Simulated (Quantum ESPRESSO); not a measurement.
## AlGaAs2 (P-4m2): zone-centre phonons: relaxing the cell and atoms

Quantum ESPRESSO 7.5; DFT LDA, scalar-relativistic, plane waves, GBRV ultrasoft pseudopotentials.

The structure was built from a prototype and need not be the compound's stable phase.

The structure is tetragonal, space group P-4m2 (No. 115). Conventional cell: a = 3.999 Å, b = 3.999 Å, c = 5.655 Å, α = 90.00°, β = 90.00°, γ = 90.00°. Al has 4 As at 2.45 Å nearest. As has 2 Ga at 2.45 Å and 2 Al at 2.45 Å nearest. Nearest to Ga lie 4 As at 2.45 Å. Farther neighbours are not listed.

The steps of the relaxation:

```csv
step,energy less that of the first step (eV),largest force (eV/Å),pressure (GPa),volume (Å³)
1,0.0000,0.0018,-1.22,90.42
2,-0.0035,0.0017,-0.78,89.86
3,-0.0057,0.0010,-0.13,89.06
4,-0.0058,0.0003,0.01,88.90
5,-0.0058,0.0001,0.02,88.89
6,-0.0058,0.0004,0.02,88.89
7,-0.0059,0.0009,0.01,88.89
8,-0.0059,0.0012,0.00,88.91
9,-0.0059,0.0009,0.00,88.91
10,-0.0059,0.0007,0.00,88.91
11,-0.0059,0.0005,0.00,88.91
12,-0.0052,0.0005,0.01,88.91
```

```csv
"conventional cell, symmetrised",before,after,change
a (Å),3.999,3.982,-0.4 %
b (Å),3.999,3.982,-0.4 %
c (Å),5.655,5.608,-0.8 %
volume (Å³/atom),22.61,22.23,-1.7 %
```

The relaxed structure:

```
CELL_PARAMETERS angstrom
3.98156 0.00000 0.00000
0.00000 3.98156 0.00000
0.00000 0.00000 5.60840
ATOMIC_POSITIONS crystal
Al 0.00000 0.00000 0.00000
As 0.50000 0.00000 0.25001
As 0.00000 0.50000 0.74999
Ga 0.50000 0.50000 0.50000
```

The last row of the table of steps is pw.x's closing run on a basis chosen anew for the final cell, so its energy can jump.

Read from the output:

```
volume per atom   : 22.23 Å³
pressure          : 0.006667 GPa
gap on the k-mesh : 1.007 eV
```

The volume changes by -1.7 % from the cell with which this run began.

**Question.** Which input gives these results?

The system, level and task follow from the heading and the kind of results. Meshes, cutoffs and thresholds can't be read from the results; these are the ones that the run used.

Contents of relax.in:

```
 &control
    calculation='vc-relax',
    prefix='x',
    outdir='./tmp',
    pseudo_dir='./pseudo',
    tprnfor=.true.,
    tstress=.true.,
    forc_conv_thr=2.0d-05,
    etot_conv_thr=1.0d-07,
    nstep=40,
 /
 &system
    ibrav=6,
    celldm(1)=7.55642678,
    celldm(3)=1.41421356,
    nat=4,
    ntyp=3,
    ecutwfc=60,
    ecutrho=360.0,
    occupations='fixed',
    nbnd=18,
 /
 &electrons
    conv_thr=1.0d-11,
    mixing_beta=0.7,
    electron_maxstep=100,
 /
 &ions
 /
 &cell
    press_conv_thr=0.2,
 /
ATOMIC_SPECIES
 Al     26.9815  Al.upf
 As     74.9216  As.upf
 Ga     69.7230  Ga.upf
ATOMIC_POSITIONS crystal
 Al     0.000000000   0.000000000   0.000000000
 As     0.500000000   0.000000000   0.250000000
 As     0.000000000   0.500000000   0.750000000
 Ga     0.500000000   0.500000000   0.500000000
K_POINTS automatic
 6 6 4 0 0 0
```

Started as:

```
$ OMP_NUM_THREADS=1 mpirun -n 4 pw.x -nk 4 -in relax.in > relax.out
```

[Host names and launcher messages were left out of these logs when they were recorded.]

[Logs are printed without paths, hosts, clocks, repeated set-up lines and the standing remarks that a program may print on its own settings, such as how far it seeks lower states.]

[Hosts, paths, dates, database ids (printed as entryN), source tags and the programs' standing remarks are cut or masked in the printed files.]
